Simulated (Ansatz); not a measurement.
# SnSe2 (model cell, started as fluorite): a soft mode frozen in

Wanted: the energy along a soft mode of SnSe2 (model cell, started as fluorite) and the structure at the end.

Main program and level: Ansatz 0.2.0; DFT PBEsol, scalar-relativistic, plane waves, PAW.

The structure was built from a prototype and need not be the compound's stable phase.

## Step 1: The structure

Symmetry: Fm-3m, No. 225, cubic system. Conventional cell: a = 6.756 Å, b = 6.756 Å, c = 6.756 Å, α = 90.00°, β = 90.00°, γ = 90.00°. Sn has 8 Se at 2.93 Å nearest. Se has 4 Sn at 2.93 Å nearest. Farther neighbours and most contacts between anions are not listed.

## Step 2: The dispersion

The cell comes from relaxations at this level that are not shown. Stability and thermal properties need the whole zone. Linear response on a 4×4×4 q mesh gives force constants as far as a supercell of that size would.

input.yaml reads:

```yaml
crystal:
  lattice:
    - [0.0, 3.377823094, 3.377823094]
    - [3.377823094, 0.0, 3.377823094]
    - [3.377823094, 3.377823094, 0.0]
  atoms:
    - { symbol: Sn, position: [0.0, 0.0, 0.0] }
    - { symbol: Se, position: [0.25, 0.25, 0.25] }
    - { symbol: Se, position: [0.75, 0.75, 0.75] }
kpoints:
  mp_grid: { grid: [12, 12, 12] }
hamiltonian:
  xc: pbesol
scf:
  occupations: { method: methfessel_paxton, width: 0.2 }
output:
  eigenvalues: true
phonons:
  method: dfpt
  qmesh: [4, 4, 4]
  temperatures: { t_max: 1000, t_step: 50 }
  qpath:
    path:
      - [[0.0, 0.0, 0.0], [0.5, 0.0, 0.5], [0.625, 0.25, 0.625]]
      - [[0.375, 0.375, 0.75], [0.0, 0.0, 0.0], [0.5, 0.5, 0.5], [0.5, 0.25, 0.75], [0.5, 0.0, 0.5]]
    npoints: 10
```

Launch:

```bash
> ansatz run input.yaml --threads 4 --pin off --max-ram 7168MiB --backend cpu --events-out ev --progress --plain --runs-dir out
```

Numbers of over 12 decimals in the logs are rounded to 6 here.

The program printed:

```text
Warning: phonons: the dynamical matrix that this run interpolates holds no multipole term above the dipole-dipole one, and a site of this crystal is no centre of inversion, so its interpolated transverse optical and acoustic branches and sound speeds can stay off near Gamma, and the density of states and the thermodynamics with them. What a run solves at a wave vector of phonons.qpoints, Gamma apart, where the deck admits one, is free of this, and under fd what a larger phonons.supercell samples
Engine: ansatz 0.2.0, aarch64-unknown-linux-gnu
Pseudopotentials: kind: paw
Pseudopotential: Sn, paw, valence charge 14, recommended cutoff 420 eV (normal), Sn.paw.azcp
Pseudopotential: Se, paw, valence charge 16, recommended cutoff 420 eV (normal), Se.paw.azcp
Functional definition: PBEsol
  exchange = pbesol_x
  correlation = pbesol_c
Crystal: 3 atoms, lattice volume = 77.080 Å³
Basis set: ecut = 420 eV, 1459 PW (Γ), exchange–correlation on 64×64×64 points (8 copies of the dense FFT grid, shifted against one another)
Bands: 28, of which v1, the nominal top of the filled ones, is band 23 counted from 1 (22 counted from 0)
Symmetry: 48 space group operations
k-points: 72 of 1728
Non-local potential: Sn, projectors of the file, l = 0: 2, l = 1: 2, l = 2: 2, l = 3: 2
Non-local potential: Se, projectors of the file, l = 0: 2, l = 1: 2, l = 2: 3, l = 3: 1
PAW form: soft (Blöchl's): semilocal exchange-correlation on the pseudo side does not see the compensation charge
PAW frozen core: Sn, regenerated for the run's functional, and the local potential with it (the file was generated under x = pbe(κ = 0.804, μ = 0.219515), c = pbe(β = 0.066725))
PAW frozen core: Se, regenerated for the run's functional, and the local potential with it (the file was generated under x = pbe(κ = 0.804, μ = 0.219515), c = pbe(β = 0.066725))
PAW one-centre angular grid: Sn, 590 points (default); XC on 64 Gauss nodes
PAW one-centre angular grid: Se, 590 points (default); XC on 64 Gauss nodes
Initial density: superposition of atomic densities (neutral atoms: chi_scale 0, normalization atom), corrected by the library's trained network
Initial wavefunctions: pseudopotential atomic-orbital guess
Functional: x = pbesol(κ = 0.804, μ = 0.123457), c = pbesol(β = 0.046)
SCF iter   1: F=—  HF=-16797.963572 eV  |F-HF|=—  |Δ(HF+E_count)|=         —  Δρ=2.97e-3  dr2=7.02e-3  ethr=1.77e-3  ⟨swp⟩=5.6  Hψ=8161  notcnv=0
preconditioner: auto → LDOS  [metal: Δε(μ)=0.013 eV  Ē_g=15.341 eV  σ=0.200 eV  W_gap=0.06  n_scr=14 (ndim 8)  ℏωp=21.6 eV  f_vac=0.084  D(μ)=3.34/eV (n_scr^D=26)  β→1.0]
SCF iter   2: F=—  HF=-16797.961197 eV  |F-HF|=—  |Δ(HF+E_count)|=   2.37e-3  S|Δr|=    0.00e0  Δρ=1.01e-3  dr2=1.05e-3  ethr=1.53e-5  ⟨swp⟩=2.0  Hψ=4500  notcnv=0  defer=2
SCF iter   3: F=—  HF=-16797.960753 eV  |F-HF|=—  |Δ(HF+E_count)|=   4.44e-4  S|Δr|=    0.00e0  Δρ=5.65e-4  dr2=2.51e-4  ethr=2.29e-6  ⟨swp⟩=2.0  Hψ=3678  notcnv=0  defer=2
SCF iter   4: F=—  HF=-16797.960656 eV  |F-HF|=—  |Δ(HF+E_count)|=   9.73e-5  S|Δr|=    0.00e0  Δρ=2.43e-4  dr2=3.66e-5  ethr=5.46e-7  ⟨swp⟩=2.0  Hψ=3677  notcnv=0  defer=2
SCF iter   5: F=—  HF=-16797.960650 eV  |F-HF|=—  |Δ(HF+E_count)|=   6.08e-6  S|Δr|=    0.00e0  Δρ=5.46e-5  dr2=3.68e-6  ethr=7.96e-8  ⟨swp⟩=2.0  Hψ=2791  notcnv=0  defer=2
SCF iter   6: F=—  HF=-16797.960648 eV  |F-HF|=—  |Δ(HF+E_count)|=   1.63e-6  S|Δr|=    0.00e0  Δρ=9.34e-6  dr2=6.55e-8  ethr=7.99e-9  ⟨swp⟩=3.0  Hψ=3820  notcnv=0  defer=2
SCF iter   7: F=—  HF=-16797.960648 eV  |F-HF|=—  |Δ(HF+E_count)|=   1.02e-8  S|Δr|=    0.00e0  Δρ=2.23e-6  dr2=3.25e-9  ethr=1.42e-10  ⟨swp⟩=2.0  Hψ=2958  notcnv=0  defer=2
SCF iter   8: F=—  HF=-16797.960648 eV  |F-HF|=—  |Δ(HF+E_count)|=   2.22e-9  S|Δr|=    0.00e0  Δρ=3.10e-7  dr2=6.15e-11  ethr=7.07e-12  ⟨swp⟩=2.0  Hψ=3686  notcnv=0  defer=2
SCF iter   9: F=-16797.960648 eV  HF=-16797.960648 eV  |F-HF|=0.00e0  |Δ(HF+E_count)|=  7.28e-12  S|Δr|=    0.00e0  Δρ=3.65e-8  dr2=9.25e-13  ethr=1.00e-12  ⟨swp⟩=6.1  Hψ=8905  notcnv=0
SCF 1 converged in 9 iterations: F = -16797.960648 eV  dr2 = 9.25e-13
  greatest PAW one-centre occupation: 1.000 electrons in one spin orbital (limit 2), on the Se atom at site 2 (counted from 0), in its partial waves of l = 2
Initial density: read from a saved state, or passed on in memory by an earlier SCF of this step, an earlier step, the calling program or the single point that the run made first
iter 1 solved again at ethr=4.34e-8 eV; its pass at ethr=3.10e-3 eV (dr2=2.00e-5 eV) is discarded
SCF iter   1: F=—  HF=-16797.960647 eV  |F-HF|=—  |Δ(HF+E_count)|=         —  Δρ=2.58e-7  dr2=2.42e-11  ethr=4.34e-8  ⟨swp⟩=3.0  Hψ=13740  notcnv=0
eigensolver tolerance schedule: the retry pair's looser diagonalisation over-reported the residual by 823564.36 of it (diagonalisation noise at an unbounded share of the residual, at the tolerance the schedule requests for it); recorded, not acted on — ethr = c·dr2/N_el stays at c = 1.0e-1
preconditioner: auto → LDOS  [metal: Δε(μ)=0.019 eV  Ē_g=15.359 eV  σ=0.200 eV  W_gap=0.08  n_scr=14 (ndim 8)  ℏωp=21.6 eV  f_vac=0.084  D(μ)=3.36/eV (n_scr^D=26)  β→1.0]
SCF iter   2: F=—  HF=-16797.960648 eV  |F-HF|=—  |Δ(HF+E_count)|=   1.05e-6  S|Δr|=    0.00e0  Δρ=2.52e-7  dr2=1.85e-11  ethr=1.00e-12  ⟨swp⟩=3.0  Hψ=4415  notcnv=0
SCF iter   3: F=-16797.960648 eV  HF=-16797.960648 eV  |F-HF|=1.09e-11  |Δ(HF+E_count)|=  4.37e-11  S|Δr|=    0.00e0  Δρ=1.50e-7  dr2=6.02e-12  ethr=1.00e-12  ⟨swp⟩=2.3  Hψ=5859  notcnv=0
SCF 2 converged in 3 iterations: F = -16797.960648 eV  dr2 = 6.02e-12
phonons: the bands overlap, so this run is a metal and interpolates without the dipole-dipole term. If the crystal is really an insulator or semiconductor, its LO-TO splitting is missing
NSCF: frozen V_eff on 72 k-points
NSCF: frozen V_eff on 163 k-points
DFPT response loops at q = (0, 0, 0) (fractional): preconditioner auto → Kerker (q_TF=auto, 2.503 Å⁻¹) (partly filled bands, converged f_vac=0.084); β = 1.00, the filter's whole step (`scf.mixing.beta` (0.50) is not read by the response loops under this deck's `scf.mixing.preconditioner`; to damp them name `kerker` or `kerker_dos`, under which they read `scf.mixing.beta`, and type it under 1.00, their step now; both keys bind the ground state too); Broyden in place of MSR1
NSCF: frozen V_eff on 1872 k-points
DFPT response loops at q = (0, 0, 0.25) (fractional): mixed as the last ones told, above
NSCF: frozen V_eff on 952 k-points
DFPT response loops at q = (0, 0, -0.5) (fractional): mixed as the last ones told, above
NSCF: frozen V_eff on 1020 k-points
DFPT response loops at q = (0, 0.25, 0.25) (fractional): mixed as the last ones told, above
NSCF: frozen V_eff on 3456 k-points
DFPT response loops at q = (0, 0.25, -0.5) (fractional): mixed as the last ones told, above
phonons.qmesh, q = [0.0000, 0.2500, -0.5000]: its response loops start from zero, take more passes and end by a threshold: the memory limit or budget leaves too little room for the subspace of the ground state's own states beside the solves, or none could be made (phonons.method)
NSCF: frozen V_eff on 1872 k-points
DFPT response loops at q = (0, 0.25, -0.25) (fractional): mixed as the last ones told, above
NSCF: frozen V_eff on 560 k-points
DFPT response loops at q = (0, -0.5, -0.5) (fractional): mixed as the last ones told, above
NSCF: frozen V_eff on 1020 k-points
DFPT response loops at q = (0.25, -0.5, -0.25) (fractional): mixed as the last ones told, above
SCF converged after 9 iterations
Stability not checked: this state was not tested for a lower state beside it, because cold or Methfessel-Paxton smearing, or corrected tetrahedra, fill the levels in a way that the test cannot read (fill_not_monotonic; see scf.lower_state_search)
Free energy (F): -16797.960648 eV
Harris-Foulkes:  -16797.960648 eV  (|F-HF|=0.00e0)
Internal energy: -16797.958798 eV  (E = F + TS)
E sigma→0 (E₀):  -16797.960186 eV
Entropy (-TS):   -0.001850 eV (-0.617 meV/atom)
Fermi energy:    8.633486 eV
--- Per-component energies (eV) ---
  E_band       = -856.320274
  E_kinetic    = 422.398285
  E_local      = -5751.356537  (includes V_loc(G=0)·N_el)
  E_nonlocal   = -1214.778303
  E_hartree    = 2949.449500
  E_xc         = -585.154642
  E_vxc        = -291.991822  (∫ρ·V_xc dr)
  E_paw        = -7800.903962  (= ΣΔE_a)
  E_vpaw       = 80.510261  (= ΣTr[D̂ρ^β])
  E_aug_tail   = -0.001141  (compensation charges beyond the density's cutoff)
  E_ewald      = -4819.913738
  E_core_change = 2.301741  (= ΣΔE_core)
  E_smearing   = -0.001850  (= −TS)
  E_closure    = 0.000000  (closes the sum)
  Σ components = -16797.960648   (vs F -16797.960648, Δ=0.00e0)
--- Band table (eV; the first three rows and the last of 72) ---
  k-point 0: bands = [... 19 lower, 5.6823, 5.6823, 7.1161, 7.1161, 7.1161, 10.5741, 10.5741, 10.5741, ... 1 higher]
  k-point 1: bands = [... 19 lower, 5.6465, 5.6465, 7.0875, 7.0875, 7.6355, 10.6060, 10.6529, 10.6529, ... 1 higher]
  k-point 2: bands = [... 19 lower, 5.5602, 5.5602, 6.9930, 6.9930, 8.4868, 10.8589, 10.9082, 10.9082, ... 1 higher]
  k-point 71: bands = [... 19 lower, 5.7244, 5.7244, 8.3946, 9.0710, 9.1186, 11.9467, 13.2431, 13.2431, ... 1 higher]
--- Phonons (Γ-DFPT): 2 representative perturbations + reference (Σ response iterations 6) ---
  ASR residual: 1.047e-4 → 0.000e0 eV/Å²; symmetrization residual: 1.450e-5 eV/Å²
  ASR residual per site (eV/Å²): 1.05e-4 1.23e-5 1.23e-5
  Γ frequencies (cm⁻¹): 0.00 0.00 0.00 90.41 90.41 90.41 91.04 91.04 91.04
--- Phonons (arbitrary-q DFPT): 8 irreducible q on the 4×4×4 mesh ---
  q = [0.0000, 0.0000, 0.0000] (star 1, of the zone-centre solve; hermiticity 1.42e-5, symmetrization 9.85e-12): -0.00 0.00 0.00 90.41 90.41 90.41 91.04 91.04 91.04
  q = [0.0000, 0.0000, 0.2500] (star 8, 2 solved perturbations on 936 of 1728 k-point pairs; hermiticity 4.90e-6, symmetrization 1.32e-8): -45.25 -45.25 -19.88 43.12 77.93 77.93 81.15 88.69 88.69
  q = [0.0000, 0.0000, -0.5000] (star 4, 2 solved perturbations on 476 of 1728 k-point pairs; hermiticity 3.46e-5, symmetrization 2.30e-5): -84.42 -56.48 -56.48 -42.77 62.02 62.02 87.55 87.55 89.00
  q = [0.0000, 0.2500, 0.2500] (star 6, 4 solved perturbations in 1608 linear systems a pass and spin channel, the states on 510 of 1728 k-point pairs; hermiticity 6.13e-6, symmetrization 2.83e-8): -47.09 -31.93 -31.93 44.23 58.62 58.62 82.10 104.03 104.03
  q = [0.0000, 0.2500, -0.5000] (star 24, 4 solved perturbations in 5328 linear systems a pass and spin channel, the states on 1728 of 1728 k-point pairs; hermiticity 1.70e-5, symmetrization 3.65e-12): -107.13 -70.17 -55.10 19.58 34.39 51.35 87.46 99.34 103.84
  q = [0.0000, 0.2500, -0.2500] (star 12, 4 solved perturbations in 2892 linear systems a pass and spin channel, the states on 936 of 1728 k-point pairs; hermiticity 1.06e-5, symmetrization 7.24e-7): -61.14 -39.56 -29.98 17.62 50.63 55.85 85.66 95.58 103.27
  q = [0.0000, -0.5000, -0.5000] (star 3, 4 solved perturbations in 886 linear systems a pass and spin channel, the states on 280 of 1728 k-point pairs; hermiticity 1.85e-6, symmetrization 6.55e-8): -160.28 -44.72 -44.72 -37.39 -37.39 74.19 79.20 96.78 96.78
  q = [0.2500, -0.5000, -0.2500] (star 6, 4 solved perturbations in 1544 linear systems a pass and spin channel, the states on 510 of 1728 k-point pairs; hermiticity 1.03e-5, symmetrization 1.27e-6): -114.47 -68.37 -40.21 -20.43 -20.43 58.21 88.31 88.31 98.14
  sum rule: each row above includes the acoustic sum rule's correction from the zone centre's row sums; it moved no ω² by more than (0.49 cm⁻¹)²
  mesh force constants: q→R imaginary residual 1.04e-17; ASR residual 1.047e-4 → 0.000e0 eV/Å²; symmetrization residual 8.882e-16 eV/Å²
  interpolated dispersion: 62 rows × 9 modes
  density of states and harmonic sums: on the 16×16×16 q-mesh, interpolated from the force constants of a 4×4×4 supercell (no non-analytic term)
  largest difference from the sums on the solved wave vectors: F 3.88e-3 eV, S 5.97e-6 and C_V 1.24e-6 eV/K
  zero-point energy: 0.025075 eV/cell   skipped modes (ω ≤ 0): 483, of them read as no rigid motion or as one in doubt: 480 (3.354e0 modes/cell left out, lowest -160.28 cm⁻¹)   left out of the sums: 3.73e-1 of the cell's modes: C_V's classical limit lies that fraction below 3 k_B per atom; for a crystal, a wire or a layer, F and S can be off by more, and a phonons.interpolated_qmesh denser along its periods is the remedy for the sampling
```

It took 27 min on 4 threads of Arm Neoverse V1, shared host; peak memory 5.5 GiB.

Reading the cycles: dr2 is the Hartree energy of the density residual (eV), the measure of convergence; HF is the Harris–Foulkes estimate of the energy, which meets the free energy F at convergence.

Numbers from this step:

| Quantity | Value |
| --- | --- |
| volume per atom | 25.69 Å³ |
| gap on the k-mesh | 0 eV |
| sum-rule residual before enforcement | 1.05e-4 eV/Å² |
| lowest frequency on the path | -160.3 cm⁻¹ |
| point group | m-3m |
| highest frequency on the path or at a solved wavevector | 105.4 cm⁻¹ |
| highest optical mode at the zone centre (no LO-TO term) | 91.04 cm⁻¹ |
| lowest optical zone-centre mode | 90.41 cm⁻¹ |
| lowest mode on the q mesh (acoustic modes at Γ apart) | -160.3 cm⁻¹ |

Frequencies (cm⁻¹) solved at each irreducible wavevector; negative means imaginary. Frequencies by wavevector, by row:

```tsv
q in reciprocal lattice units	star	mode 1	mode 2	mode 3	mode 4	mode 5	mode 6	mode 7	mode 8	mode 9
0 0 0	1	0	0	0	90.4	90.4	90.4	91	91	91
0 0 0.25	8	-45.2	-45.2	-19.9	43.1	77.9	77.9	81.2	88.7	88.7
0 0 -0.5	4	-84.4	-56.5	-56.5	-42.8	62	62	87.5	87.5	89
0 0.25 0.25	6	-47.1	-31.9	-31.9	44.2	58.6	58.6	82.1	104	104
0 0.25 -0.5	24	-107.1	-70.2	-55.1	19.6	34.4	51.4	87.5	99.3	103.8
0 0.25 -0.25	12	-61.1	-39.6	-30	17.6	50.6	55.9	85.7	95.6	103.3
0 -0.5 -0.5	3	-160.3	-44.7	-44.7	-37.4	-37.4	74.2	79.2	96.8	96.8
0.25 -0.5 -0.25	6	-114.5	-68.4	-40.2	-20.4	-20.4	58.2	88.3	88.3	98.1
```

Interpolated from a 4×4×4 q mesh. Phonon branches along the path, in cm⁻¹:

```tsv
point	branch 1	branch 2	branch 3	branch 4	branch 5	branch 6	branch 7	branch 8	branch 9
Γ	0	0	0	90	90	90	91	91	91
halfway	-47	-32	-32	44	59	59	82	104	104
X	-160	-45	-45	-37	-37	74	79	97	97
halfway	-150	-58	-50	-36	-32	69	82	96	99
U	-124	-66	-49	-35	-11	59	85	97	101
jump to K	-124	-66	-49	-35	-11	59	85	97	101
halfway	-42	-30	18	34	50	75	87	90	99
Γ	0	0	0	90	90	90	91	91	91
halfway	-45	-45	-20	43	78	78	81	89	89
L	-84	-56	-56	-43	62	62	88	88	89
halfway	-92	-69	-49	30	38	42	88	94	104
W	-114	-68	-40	-20	-20	58	88	88	98
halfway	-140	-58	-55	-42	-16	65	84	97	98
X	-160	-45	-45	-37	-37	74	79	97	97
```

The phonon branches as a text plot (rows in cm⁻¹):

```
    100 |  ***********************                  *************
     89 |***    ****    **************************************
     78 |  *****    ****        **  *    ******               ***
     67 |   ***  ***   **      *  **           ****          ***
     56 |      **        *** *** ***      *       ****  *****
     45 |    ****           *** *          **        ***
     33 |    **                 ****      **          **
     22 |        *         **** *   *    *   *         *
     11 |  **                  *    **  *            *  *   **
      0 |**                       **  **                *  *
    -11 | ***             *    *     *  *
    -22 |    **   **    **       *  *    ** *            **   *
    -33 |      *    *********** * **       *  *     *      *   **
    -44 |      *********  * ******          ** *****  ***********
    -55 |              *** *                 *********       **
    -66 |               ***  **                *   *  ********
    -77 |                                       *  ***
    -88 |       *           *                    **  **
    -99 |                                              *
   -110 |                  *                            ****
   -122 |        *        *                                 *
   -133 |                *                                   *
   -144 |         **    *                                     *
   -155 |           ****                                       **
         Γ           X  U|K            Γ         L        W     X
```

Symmetry leaves 8 wavevectors to solve. The lowest mode among them, the acoustic zeros apart, lies at q = (0, -0.5, -0.5) and is imaginary, 160.3i cm⁻¹, so the energy falls along it.

## Step 3: The mode frozen in, largest atomic shift 0 Å

The mode followed lies at q = (0.25, -0.5, -0.25) with frequency 114.5i cm⁻¹, one of the unstable modes though not the softest. At small amplitude the distorted cell has space group no. 142 by a symmetry search on the positions. The undistorted cell that holds it gives the zero of energy on the same k mesh.

System of this step: SnSe2 (model cell, started as fluorite). Symmetry: Fm-3m, No. 225, cubic system. Conventional cell: a = 6.756 Å, b = 6.756 Å, c = 6.756 Å, α = 90.00°, β = 90.00°, γ = 90.00°. Nearest to Sn lie 8 Se at 2.93 Å. Se has 4 Sn at 2.93 Å nearest. Farther neighbours and most contacts between anions are not listed.

input.yaml reads:

```yaml
crystal:
  lattice:
    - [0.0, 0.0, -6.755646188]
    - [6.755646188, 0.0, 0.0]
    - [3.377823094, -6.755646188, -3.377823094]
  atoms:
    - { symbol: Sn, position: [0.75, 0.25, 0.5] }
    - { symbol: Sn, position: [0.25, 0.75, 0.5] }
    - { symbol: Sn, position: [0.5, 0.5, 0.0] }
    - { symbol: Sn, position: [0.0, 0.0, 0.0] }
    - { symbol: Se, position: [0.625, 0.625, 0.25] }
    - { symbol: Se, position: [0.125, 0.125, 0.25] }
    - { symbol: Se, position: [0.375, 0.875, 0.75] }
    - { symbol: Se, position: [0.875, 0.375, 0.75] }
    - { symbol: Se, position: [0.375, 0.375, 0.75] }
    - { symbol: Se, position: [0.875, 0.875, 0.75] }
    - { symbol: Se, position: [0.125, 0.625, 0.25] }
    - { symbol: Se, position: [0.625, 0.125, 0.25] }
kpoints:
  mp_grid: { grid: [6, 6, 6] }
hamiltonian:
  xc: pbesol
scf:
  occupations: { method: methfessel_paxton, width: 0.2 }
output:
  forces: true
  stress: true
  eigenvalues: true
```

The program printed:

```text
[...]
Crystal: 12 atoms, lattice volume = 308.319 Å³
Basis set: ecut = 420 eV, 6063 PW (Γ), exchange–correlation on 96×96×120 points (8 copies of the dense FFT grid, shifted against one another)
Bands: 111, of which v1, the nominal top of the filled ones, is band 92 counted from 1 (91 counted from 0)
Symmetry: 64 space group operations
[...]
k-points: 30 of 216
[...]
k-point 0: bands = [... 88 lower, 8.3944, 8.8462, 8.8462, 9.0698, 9.0698, 9.1174, 9.1174, 9.3726, ... 15 higher]
  k-point 1: bands = [... 88 lower, 8.0925, 8.7440, 8.7440, 8.9650, 8.9650, 9.0099, 9.2300, 9.2300, ... 15 higher]
  k-point 2: bands = [... 88 lower, 8.1587, 8.1695, 8.4755, 8.4755, 8.8776, 8.8776, 9.3328, 9.3328, ... 15 higher]
  k-point 29: bands = [... 88 lower, 7.0819, 7.0819, 8.0330, 8.0330, 9.2567, 9.2567, 9.6336, 9.6336, ... 15 higher]
[key lines of the parts left out:]
SCF converged after 7 iterations
Free energy (F): -67191.840532 eV
Fermi energy:    8.629018 eV
P = ⅓ Tr σ = 0.0171 GPa (0.171 kbar)
```

It took 15 s on 4 threads; peak memory 1.4 GiB.

This step gave:

| Item | Value |
| --- | --- |
| pressure | 0.01712 GPa |
| energy from the undistorted cell | 0 meV/atom |

The run ends at a pressure of 0.02 GPa.

(Continued in part 2 of 2.)

[Logs are printed without paths, hosts, clocks, repeated set-up lines and the standing remarks that a program may print on its own settings, such as how far it seeks lower states.]

[Hosts, paths, dates, database ids (printed as entryN), source tags and the programs' standing remarks are cut or masked in the printed files.]
